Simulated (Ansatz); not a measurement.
# KI (Fm-3m): thermal expansion from first principles, part 2 of 3

Wanted: α(T), C_P(T) and B(T) of KI in the quasi-harmonic approximation.

Experimental results on record:
- volume expansion coefficient 113.7 1e-6/K near room temperature (given in “Descriptors for thermal expansion in solids”, 2017, arXiv:1701.03966)

Ansatz 0.2.0; DFT PBE, scalar-relativistic, plane waves, PAW (the session's first sound run).

So far. Step 2 (Probe on a coarse mesh): The start is under 0.59 GPa at this level and looks like an insulator or semiconductor on this mesh. Step 4 (Relaxing to small residual forces and stress): The residual pressure is -8.0e-6 GPa, small enough for phonons.

In doubt: the dispersion correction can have small steps in the geometry for these elements (step 6), which bears on fits and elastic values.

### Step 5. A new level, relaxed again

The functional, the potentials or the cutoff change, so the crystal is relaxed again at the new setting.

This step: DFT PBE+D3(BJ), scalar-relativistic, plane waves, PAW (Ansatz 0.2.0).

input.yaml reads:

```yaml
crystal:
  lattice:
    - [0.0, 3.5911563871, 3.5911563871]
    - [3.5911563871, 0.0, 3.5911563871]
    - [3.5911563871, 3.5911563871, 0.0]
  atoms:
    - { symbol: K, position: [0.0, 0.0, 0.0] }
    - { symbol: I, position: [0.5, 0.5, 0.5] }
kpoints:
  mp_grid: { grid: [8, 8, 8] }
hamiltonian:
  xc: pbe
  dispersion: d3bj
scf:
  occupations: { method: fixed }
output:
  forces: true
  stress: true
  eigenvalues: true
relax:
  adjacent_minimum: "off"
  f_tol: 0.001
  max_steps: 60
  cell: { stress_tol: 0.01 }
```

Launch:

```
ansatz run input.yaml --threads 4 --pin off --max-ram 16384MiB --backend cpu --events-out ev --progress --plain --runs-dir out
```

Numbers of over 12 decimals in the logs are rounded to 6 here.

What it wrote:

```text
[...]
Crystal: 2 atoms, lattice volume = 92.626 Å³
Basis set: ecut = 420 eV, 1837 PW (Γ), exchange–correlation on 72×72×72 points (8 copies of the dense FFT grid, shifted against one another)
Bands: 17, of which v1, the nominal top of the filled ones, is band 13 counted from 1 (12 counted from 0)
Symmetry: 48 space group operations
[...]
k-points: 29 of 512
[...]
SCF iter   1: F=—  HF=-9054.128443 eV  |F-HF|=—  |Δ(HF+E_count)|=         —  Δρ=2.41e-4  dr2=2.84e-5  ethr=1.77e-3  ⟨swp⟩=5.4  Hψ=2278  notcnv=0  defer=55
[...]
SCF iter   6: F=-9054.127799 eV  HF=-9054.127799 eV  |F-HF|=2.09e-9  |Δ(HF+E_count)|=   5.27e-9  Δρ=1.03e-6  dr2=2.15e-9  ethr=7.34e-11  ⟨swp⟩=8.6  Hψ=3094  notcnv=0
SCF 1 converged in 6 iterations: F = -9054.127799 eV  dr2 = 2.15e-9
[...]
relax step   1: F+E_penalty+E_count = -9054.12779872 eV  Δ(F+E_penalty+E_count) = +0.000e0 eV  max|allowed force component| = 1.173e-28 eV/Å  Δτ_max = 0.0000 Å  P = -0.817 GPa  Ω = 92.626 Å³  (6 SCF iters, dr2 threshold 1.00e-7 eV, accepted)
Crystal: 2 atoms, lattice volume = 90.135 Å³
Basis set: ecut = 420 eV, 1807 PW (Γ), exchange–correlation on 72×72×72 points (8 copies of the dense FFT grid, shifted against one another)
[...]
SCF iter   5: F=-9054.138634 eV  HF=-9054.138634 eV  |F-HF|=1.73e-8  |Δ(HF+E_count)|=   2.58e-7  Δρ=4.38e-6  dr2=1.33e-8  ethr=7.69e-10  ⟨swp⟩=9.4  Hψ=3123  notcnv=0
SCF 2 converged in 5 iterations: F = -9054.138634 eV  dr2 = 1.33e-8
relax step   2: F+E_penalty+E_count = -9054.13863443 eV  Δ(F+E_penalty+E_count) = -1.084e-2 eV  max|allowed force component| = 2.183e-29 eV/Å  Δτ_max = 0.0000 Å  P = -0.555 GPa  Ω = 90.135 Å³  energy of the carried Pulay correction = +1.128e-4 eV  (5 SCF iters, dr2 threshold 2.00e-7 eV, accepted)
Crystal: 2 atoms, lattice volume = 85.268 Å³
Basis set: ecut = 420 eV, 1687 PW (Γ), exchange–correlation on 72×72×72 points (8 copies of the dense FFT grid, shifted against one another)
[...]
SCF iter   6: F=-9054.146270 eV  HF=-9054.146270 eV  |F-HF|=7.24e-9  |Δ(HF+E_count)|=   1.03e-7  Δρ=3.90e-6  dr2=1.14e-8  ethr=7.69e-10  ⟨swp⟩=9.6  Hψ=3106  notcnv=0
SCF 3 converged in 6 iterations: F = -9054.146270 eV  dr2 = 1.14e-8
relax step   3: F+E_penalty+E_count = -9054.14626974 eV  Δ(F+E_penalty+E_count) = -7.635e-3 eV  max|allowed force component| = 1.311e-29 eV/Å  Δτ_max = 0.0000 Å  P = +0.104 GPa  Ω = 85.268 Å³  energy of the carried Pulay correction = +3.423e-4 eV  (6 SCF iters, dr2 threshold 2.00e-7 eV, accepted)
[...]
relax step   4: F+E_penalty+E_count = -9054.14644829 eV  Δ(F+E_penalty+E_count) = -1.786e-4 eV  max|allowed force component| = 1.006e-29 eV/Å  Δτ_max = 0.0000 Å  P = -0.010 GPa  Ω = 86.000 Å³  energy of the carried Pulay correction = +3.070e-4 eV  (5 SCF iters, dr2 threshold 2.71e-8 eV, accepted)
[...]
SCF iter   6: F=-9054.146123 eV  HF=-9054.146123 eV  |F-HF|=7.28e-12  |Δ(HF+E_count)|=  5.46e-12  Δρ=3.68e-8  dr2=6.79e-13  ethr=1.00e-12  ⟨swp⟩=8.7  Hψ=3443  notcnv=0
SCF 5 converged in 6 iterations: F = -9054.146123 eV  dr2 = 6.79e-13
relax step   5: F+E_penalty+E_count = -9054.14612269 eV  Δ(F+E_penalty+E_count) = +3.256e-4 eV  max|allowed force component| = 1.979e-29 eV/Å  Δτ_max = 0.0000 Å  P = -0.009 GPa  Ω = 86.000 Å³  stress off target by 9.24e-3 GPa  SCF on the basis re-selected at this cell (its energy is not comparable with the rows above)  (6 SCF iters)
basis re-selected at this cell: Δ(F+E_penalty+E_count) = +3.256e-4 eV, ΔP = +0.000 GPa vs the last step (what re-selecting the basis moved, of the pressure what is left beyond the Pulay correction that the steps carried, after the strain that the cell walked since its last selection, with what the two solves' SCF thresholds leave and, on support functions, any second-order correction that the steps lacked; it is no m [...]
SCF converged after 6 iterations
Free energy (F): -9054.146123 eV
[...]
Internal energy: -9054.146123 eV  (E = F + TS)
E sigma→0 (E₀):  -9054.146123 eV
Fermi energy:    2.466848 eV
[...]
--- Stress (GPa, compression-positive) ---
       -0.009241      -0.000000      -0.000000
       -0.000000      -0.009241      -0.000000
       -0.000000      -0.000000      -0.009241
  P = ⅓ Tr σ = -0.0092 GPa (-0.092 kbar)
--- Band table (eV; the first three rows and the last of 29) ---
  k-point 0: bands = [... 9 lower, -8.0736, 2.4668, 2.4668, 2.4668, 6.4932, 8.9630, 8.9630, 8.9630]
  k-point 1: bands = [... 9 lower, -8.0248, 2.1984, 2.4096, 2.4096, 6.8845, 8.8931, 9.1354, 9.1354]
  k-point 2: bands = [... 9 lower, -7.9122, 1.6741, 2.2789, 2.2789, 7.5923, 9.0723, 9.5873, 9.5873]
  k-point 28: bands = [... 9 lower, -7.8516, 1.7107, 1.7107, 1.8380, 8.9490, 8.9490, 9.1798, 10.7526]
--- Relaxed structure (4 steps of the walk, 4 accepted, 1 SCFs on fresh bases) ---
[...]
cell:  # Å, volume = 86.0005 Å³
    - [0, 3.503405, 3.503405]
    - [3.503405, 0, 3.503405]
    - [3.503405, 3.503405, 0]
  atoms:
    - { symbol: K, position: [0, 0, 0] }
    - { symbol: I, position: [0.5, 0.5, 0.5] }
```

The job ended after 1.5 s (4 threads of AMD EPYC 9R45, shared host; peak memory 0.47 GiB; 4.9 s of CPU time).

The steps of the relaxation:

```
step  energy less that of the first step (eV)  largest force component (eV/Å)  pressure (GPa)  volume (Å³)
   1                                   0.0000                          0.0000           -0.82        92.63
   2                                  -0.0108                          0.0000           -0.56        90.14
   3                                  -0.0185                          0.0000            0.10        85.27
   4                                  -0.0186                          0.0000           -0.01        86.00
  5*                                  -0.0183                          0.0000           -0.01        86.00
```

Relaxation steps marked * repeat the geometry before them on a plane-wave basis chosen anew for their cell, so energy and pressure can jump there.

Forces are held to the 48 operations that the run works with; a distortion that breaks them can't arise in this run.

```
conventional cell, symmetrised  before  after  change
                         a (Å)   7.182  7.007  -2.4 %
                         b (Å)   7.182  7.007  -2.4 %
                         c (Å)   7.182  7.007  -2.4 %
              volume (Å³/atom)   46.31  43.00  -7.2 %
```

Final coordinates:

```xyz
2
Lattice="0.0000 3.5034 3.5034 3.5034 0.0000 3.5034 3.5034 3.5034 0.0000" Properties=species:S:1:pos:R:3 pbc="T T T"
K     0.0000    0.0000    0.0000
I     3.5034    3.5034    3.5034
```

Numbers from this step:

* pressure: -0.009241 GPa
* gap on the k-mesh: 4.026 eV
* volume per atom: 43.00 Å³/atom

The residual pressure is -0.0092 GPa, small enough for phonons.

### Step 6. Phonons on strained cells

The study relaxes the crystal at several strains, solves the phonons on some of them and minimises the free energy at each temperature (static energy, vibrations, the electrons in a metal, and PV under a set pressure); the q-mesh sets how far the force constants reach.

input.yaml, the sections that differ from step 5:

```yaml
crystal:
  lattice:
    - [0.0, 3.5034048291, 3.5034048291]
    - [3.5034048291, 0.0, 3.5034048291]
    - [3.5034048291, 3.5034048291, 0.0]
  atoms:
    - { symbol: K, position: [0.0, 0.0, 0.0] }
    - { symbol: I, position: [0.5, 0.5, 0.5] }
output:
  eigenvalues: true
phonons:
  method: dfpt
  qmesh: [4, 4, 4]
  temperatures: { t_max: 500.0, t_step: 25 }
  thermal_expansion: {}
# kpoints, hamiltonian, scf: as in step 5
# relax: removed
```

What it wrote:

```text
[...]
Crystal: 2 atoms, lattice volume = 86.000 Å³
Basis set: ecut = 487.2 eV, 2085 PW (Γ), exchange–correlation on 72×72×72 points (8 copies of the dense FFT grid, shifted against one another)
Bands: 17, of which v1, the nominal top of the filled ones, is band 13 counted from 1 (12 counted from 0)
Symmetry: 48 space group operations
[...]
k-points: 29 of 512
[...]
SCF iter   1: F=—  HF=-9054.147674 eV  |F-HF|=—  |Δ(HF+E_count)|=         —  Δρ=2.46e-4  dr2=3.35e-5  ethr=1.77e-3  ⟨swp⟩=5.4  Hψ=2295  notcnv=0  defer=54
[...]
SCF iter  10: F=-9054.146915 eV  HF=-9054.146915 eV  |F-HF|=1.82e-12  |Δ(HF+E_count)|=  1.82e-11  Δρ=3.83e-9  dr2=6.23e-15  ethr=1.00e-12  ⟨swp⟩=10.0  Hψ=3203  notcnv=0
SCF 1 converged in 10 iterations: F = -9054.146915 eV  dr2 = 6.23e-15
[...]
relax step   1: F+E_penalty+E_count = -9054.14691502 eV  Δ(F+E_penalty+E_count) = +0.000e0 eV  max|allowed force component| = 4.401e-29 eV/Å  Δτ_max = 0.0000 Å  (10 SCF iters, accepted)
SCF converged after 10 iterations
Free energy (F): -9054.146915 eV
[...]
Internal energy: -9054.146915 eV  (E = F + TS)
E sigma→0 (E₀):  -9054.146915 eV
Fermi energy:    2.466838 eV
[...]
--- Stress (GPa, compression-positive) ---
       -0.009295       0.000000      -0.000000
       -0.000000      -0.009295       0.000000
        0.000000       0.000000      -0.009295
  P = ⅓ Tr σ = -0.0093 GPa (-0.093 kbar)
--- Band table (eV; the first three rows and the last of 29) ---
  k-point 0: bands = [... 9 lower, -8.0736, 2.4668, 2.4668, 2.4668, 6.4930, 8.9629, 8.9629, 8.9629]
  k-point 1: bands = [... 9 lower, -8.0248, 2.1983, 2.4096, 2.4096, 6.8843, 8.8930, 9.1353, 9.1353]
  k-point 2: bands = [... 9 lower, -7.9122, 1.6741, 2.2789, 2.2789, 7.5921, 9.0722, 9.5872, 9.5872]
  k-point 28: bands = [... 9 lower, -7.8516, 1.7106, 1.7106, 1.8380, 8.9488, 8.9488, 9.1796, 10.7524]
── thermal expansion: 3 new cells, 3 in all ──
thermal expansion: variable-cell relaxation of cell 1
thermal expansion: relaxation of cell 1
thermal expansion: relaxation of cell 2
thermal expansion: relaxation of cell 3
── thermal expansion: 2 new cells, 5 in all ──
thermal expansion: relaxation of cell 4
thermal expansion: lower-state search of cell 4
thermal expansion: phonons of cell 4
thermal expansion: relaxation of cell 5
thermal expansion: phonons of cell 5
── thermal expansion: 7 new cells, 12 in all ──
thermal expansion: relaxation of cell 6
thermal expansion: relaxation of cell 7
thermal expansion: relaxation of cell 8
thermal expansion: relaxation of cell 9
thermal expansion: relaxation of cell 10
thermal expansion: relaxation of cell 11
thermal expansion: relaxation of cell 12
thermal expansion: phonons of cell 6
thermal expansion: phonons of cell 7
thermal expansion: phonons of cell 8
thermal expansion: phonons of cell 9
--- Relaxed structure (1 steps of the walk, 1 accepted, 0 SCFs on fresh bases) ---
  F+E_penalty+E_count = -9054.14691502 eV   max|allowed force component| = 4.401e-29 eV/Å
  atoms:
    - { symbol: K, position: [0.0, 0.0, 0.0] }
    - { symbol: I, position: [0.5, 0.5, 0.5] }
--- Thermal expansion: 12 cells in 3 rounds, 0 GPa ---
  no lower state was reached at cell 4
  without vibrations: a 4.95339, b 4.95339, c 4.95339 Å, V 85.9392 Å³, B 13.05 GPa
  at 0 K: a 4.96513, b 4.96513, c 4.96513 Å, V 86.5518 Å³, B 12.78 GPa
  zero-point expansion: a +0.237, b +0.237, c +0.237, V +0.713 %
      T/K        a/Å        b/Å        c/Å       V/Å³ | expansion of a, b, c, V (1e-6/K)   | that of V in the mean from 25 °C | C_P, C_V (J/mol K of the cell) | B_T, B_S (GPa)
     0.00    4.96513    4.96513    4.96513    86.5518 |    0.00    0.00    0.00    0.00 |   95.46 |     0.000     0.000 |    12.78    12.78
    50.00    4.96729    4.96729    4.96729    86.6652 |   21.78   21.78   21.78   65.34 |  109.56 |    33.454    33.313 |    12.63    12.68
   100.00    4.97441    4.97441    4.97441    87.0380 |   33.03   33.03   33.03   99.10 |  116.09 |    45.151    44.518 |    12.28    12.46
   150.00    4.98318    4.98318    4.98318    87.4995 |   37.03   37.03   37.03  111.08 |  120.30 |    48.564    47.403 |    11.91    12.20
   200.00    4.99274    4.99274    4.99274    88.0039 |   39.50   39.50   39.50  118.50 |  123.89 |    50.202    48.488 |    11.52    11.92
   250.00    5.00288    5.00288    5.00288    88.5410 |   41.59   41.59   41.59  124.78 |  127.34 |    51.309    49.001 |    11.12    11.64
   298.15    5.01314    5.01314    5.01314    89.0872 |   43.57   43.57   43.57  130.70 |       - |    52.204    49.273 |    10.73    11.36
   325.00    5.01909    5.01909    5.01909    89.4045 |   44.70   44.70   44.70  134.10 |  132.63 |    52.680    49.375 |    10.50    11.20
   375.00    5.03060    5.03060    5.03060    90.0208 |   46.94   46.94   46.94  140.82 |  136.37 |    53.571    49.510 |    10.08    10.90
   425.00    5.04272    5.04272    5.04272    90.6734 |   49.42   49.42   49.42  148.25 |  140.36 |    54.513    49.599 |     9.63    10.59
   475.00    5.05554    5.05554    5.05554    91.3669 |   52.22   52.22   52.22  156.67 |  144.69 |    55.547    49.662 |     9.17    10.26
   500.00    5.06225    5.06225    5.06225    91.7307 |   53.78   53.78   53.78  161.34 |  147.00 |    56.112    49.686 |     8.94    10.09
  the static fit leaves 0.000 meV an atom of the energies and, of the stresses, 0.000 GPa of each cell's largest along a strain (root mean squares over the cells), whose Pulay part it has at -0.003 GPa
  vibrations' free energy: its fit leaves 0.0000 meV an atom at the most
  the electrons' free energy at temperature is not in it: every band gap is over 0.52 eV
  free energies summed between the sampled wave vectors
  estimated error of the fitted expansion in any direction: up to 0.070e-6/K, at 500 K (an estimate, not a bound: it was exceeded on models of known expansion)
  the energies and the vibrations are of d3bj (s6 = 1.0, s8 = 0.7875, a1 = 0.4289, a2_bohr = 4.4407) at the weights and the pressure of the crystal at rest
  by sums over the sampled wave vectors an expansion of the volume parts by up to 1.66e-6/K
  by a static energy of one degree less an expansion of the volume parts by up to 0.48e-6/K
  the FFT grids of the static calculations differ: 36 × 36 × 36, 40 × 40 × 40
  band gaps on the cells' k-points are 3.787 to 4.101 eV
```

Elapsed: 9.2 min, on 4 threads; peak memory 2.3 GiB; 35 min of CPU time.

This step gave:

| Property | Result |
| --- | --- |
| pressure | -0.009295 GPa |
| volume expansion coefficient at 298 K | 130.7 1e-6/K |
| C_P at 298 K | 26.10 J/mol-atom/K |
| entropy at 298 K | 53.75 J/mol-atom/K |
| isothermal bulk modulus at 298 K | 10.73 GPa |
| Grüneisen parameter at 298 K | 1.526 |
| volume at 298 K | 44.54 Å³/atom |
| principal linear expansion coefficients at 298 K | 43.57, 43.57, 43.57 1e-6/K |

Strained cells of the study; zero-point energy where phonons were solved; the pressures are stresses at a fixed cutoff and can carry an offset from the finite basis. Expansion cells, by row:

```
cell  |a| (Å)  |b| (Å)  |c| (Å)  V (Å³/atom)  E - E_lowest (meV/atom)  pressure, compression positive (GPa)  gap (eV)  zero-point energy (meV/atom)
   1    4.955    4.955    4.955           43                    0.001                                -0.012     4.026                             -
   2    4.994    4.994    4.994        44.04                    1.036                                -0.306     3.969                             -
   3    4.915    4.915    4.915        41.98                    0.962                                 0.317     4.085                             -
   4    4.954    4.954    4.954        42.98                        0                                -0.007     4.027                          14.5
   5    4.979    4.979    4.979        43.63                      0.4                                -0.195     3.991                         14.13
   6    5.009    5.009    5.009        44.43                    1.891                                -0.405     3.949                         13.69
   7    5.037    5.037    5.037        45.17                    4.167                                -0.581     3.911                          13.3
   8    5.064    5.064    5.064        45.92                    7.276                                -0.743     3.874                          12.9
   9    5.092    5.092    5.092        46.69                    11.18                                -0.891     3.838                         12.52
  10    4.905    4.905    4.905        41.71                    1.582                                 0.413     4.101                             -
  11    4.929    4.929    4.929        42.34                    0.383                                 0.196     4.064                             -
  12    5.133    5.133    5.133        47.82                    18.13                                -1.083     3.787                             -
```

(Part 2 of 3 ends here.)

[Logs are printed without paths, hosts, clocks, repeated set-up lines and the standing remarks that a program may print on its own settings, such as how far it seeks lower states.]

[Hosts, paths, dates, database ids (printed as entryN), source tags and the programs' standing remarks are cut or masked in the printed files.]

[A step with changed settings may run another functional than the one named; its input shows which.]
